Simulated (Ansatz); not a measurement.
Consider Tl2TcCl6 (started from the K2PtCl6 type) (Fm-3m).

The structure was built from a prototype and need not be the compound's stable phase.

```xyz
9
Lattice="4.9805 0.0000 4.9805 4.9805 4.9805 0.0000 0.0000 4.9805 4.9805" Properties=species:S:1:pos:R:3 pbc="T T T"
Tl    2.4903    2.4903    2.4903
Tl    7.4708    7.4708    7.4708
Tc    0.0000    0.0000    0.0000
Cl    2.3506    4.9805    4.9805
Cl    7.6104    4.9805    4.9805
Cl    4.9805    4.9805    2.3506
Cl    4.9805    4.9805    7.6104
Cl    4.9805    2.3506    4.9805
Cl    4.9805    7.6104    4.9805
```

The structure was relaxed with PBE. The structure type comes from a generator and need not be one that this composition takes. The structure was generated from a model, not taken from a measurement. The runs that relaxed it are not among those shown. The program's search for lower electronic states was switched off, so nothing shows that the state found is the lowest. Spin-orbit coupling is left out unless a run names it. PAW set soft_2, made with PBE.

A constrained-RPA run (Ansatz 0.2.0; non-magnetic PBE; Tc t2g, bands v2 to c1, 2×2×2 mesh, medium accuracy) builds 3 functions on bands 0.58 eV wide, with 3.0 electrons in the window. The bare on-site interaction is 10.7 eV and the bare J 0.35 eV.

**Question.** What U and J survive the screening?

On the Tc t2g shell, U = 2.73 eV (25 % of the bare value), U′ = 2.17 eV, J = 0.24 eV.

The parent state is non-magnetic and the interaction static (zero frequency); U depends on the window and the orbitals, so it belongs to this model alone. Spin-orbit coupling, which is strong for atoms this heavy, is left out. Coarse meshes can leave U off its limit, most where the target bands are metallic.

[Paths, hosts, dates, memory and timing lines, banners, echoed tables and standing remarks are left out of the program output.]

[Logs are printed without paths, hosts, clocks, repeated set-up lines and the standing remarks that a program may print on its own settings, such as how far it seeks lower states.]

[Runs of the session that timed out or met a known fault of the program may be left out.]

[Hosts, paths, dates, database ids (printed as entryN), source tags and the programs' standing remarks are cut or masked in the printed files.]
